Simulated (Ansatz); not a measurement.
## (AlAs)2(MgSe)2 [001] superlattice, started as zinc blende: the cell at rest: relaxation

Ansatz 0.2.0; DFT LDA, scalar-relativistic, plane waves, PAW.

The structure was built from a prototype and need not be the compound's stable phase.

The structure is orthorhombic, space group Pmm2 (No. 25). Conventional cell: a = 4.022 Å, b = 4.092 Å, c = 11.609 Å, α = 90.00°, β = 90.00°, γ = 90.00°. Nearest to Al lie 2 As at 2.40 Å and 2 Se at 2.50 Å. Al has 4 As at 2.40 to 2.50 Å nearest. Nearest to As lie 4 Al at 2.40 to 2.50 Å. Nearest to As lie 2 Al at 2.40 Å and 2 Mg at 2.52 Å. Nearest to Mg lie 2 As at 2.52 Å and 2 Se at 2.59 Å. Nearest to Mg lie 4 Se at 2.48 to 2.58 Å. Farther neighbours and most contacts between anions are not listed.

The steps of the relaxation:

```tsv
step	energy less that of the first step (eV)	largest force component (eV/Å)	pressure (GPa)	volume (Å³)
1	0.0000	0.0240	0.03	191.06
2	-0.0001	0.0050	0.00	191.12
3	-0.0001	0.0011	0.00	191.15
4*	-0.0002	0.0011	0.00	191.15
```

Relaxation steps marked * repeat the geometry before them on a plane-wave basis chosen anew for their cell, so energy and pressure can jump there.

The run keeps the 4 symmetry operations that it works with, so distortions that break them were not tested.

```tsv
conventional cell, symmetrised	before	after	change
a (Å)	4.022	4.022	-0.0 %
b (Å)	4.092	4.087	-0.1 %
c (Å)	11.609	11.629	+0.2 %
volume (Å³/atom)	23.88	23.89	+0.0 %
```

Numbers from this step:

```yaml
pressure: -0.003143 GPa
gap_on_the_k_mesh: 0.4862 eV
volume_per_atom: 23.89 Å³
direct_gap_on_mesh: 0.6904 eV
```

What was run to get this?

The system, level and task follow from the heading and the kind of results. Meshes, cutoffs and thresholds can't be read from the results; these are the ones that the run used.

File input.yaml:

```yaml
crystal:
  lattice:
    - [2.8441483175, 2.8441483175, 0.0]
    - [-2.8933902193, 2.8933902193, 0.0]
    - [0.0, 0.0, 11.6085407348]
  atoms:
    - { symbol: Al, position: [0.0, 0.0, 0.0119389527] }
    - { symbol: Al, position: [0.5, 0.5, 0.2485216725] }
    - { symbol: As, position: [0.5, 0.0, 0.1246795483] }
    - { symbol: As, position: [0.0, 0.5, 0.3609354725] }
    - { symbol: Mg, position: [0.0, 0.0, 0.4878193447] }
    - { symbol: Mg, position: [0.5, 0.5, 0.7491771228] }
    - { symbol: Se, position: [0.5, 0.0, 0.62820775] }
    - { symbol: Se, position: [0.0, 0.5, 0.8887201366] }
kpoints:
  mp_grid: { grid: [8, 8, 4] }
hamiltonian:
  xc: lda
scf:
  occupations: { method: gaussian, width: 0.02 }
output:
  forces: true
  stress: true
  eigenvalues: true
relax:
  adjacent_minimum: "off"
  f_tol: 0.005
  max_steps: 80
  cell: { stress_tol: 0.05 }
```

Launch:

```bash
> ansatz run input.yaml --threads 4 --pin off --max-ram 14336MiB --backend cpu --events-out ev --progress --plain --runs-dir out
```

[Logs are printed without paths, hosts, clocks, repeated set-up lines and the standing remarks that a program may print on its own settings, such as how far it seeks lower states.]

[Hosts, paths, dates, database ids (printed as entryN), source tags and the programs' standing remarks are cut or masked in the printed files.]
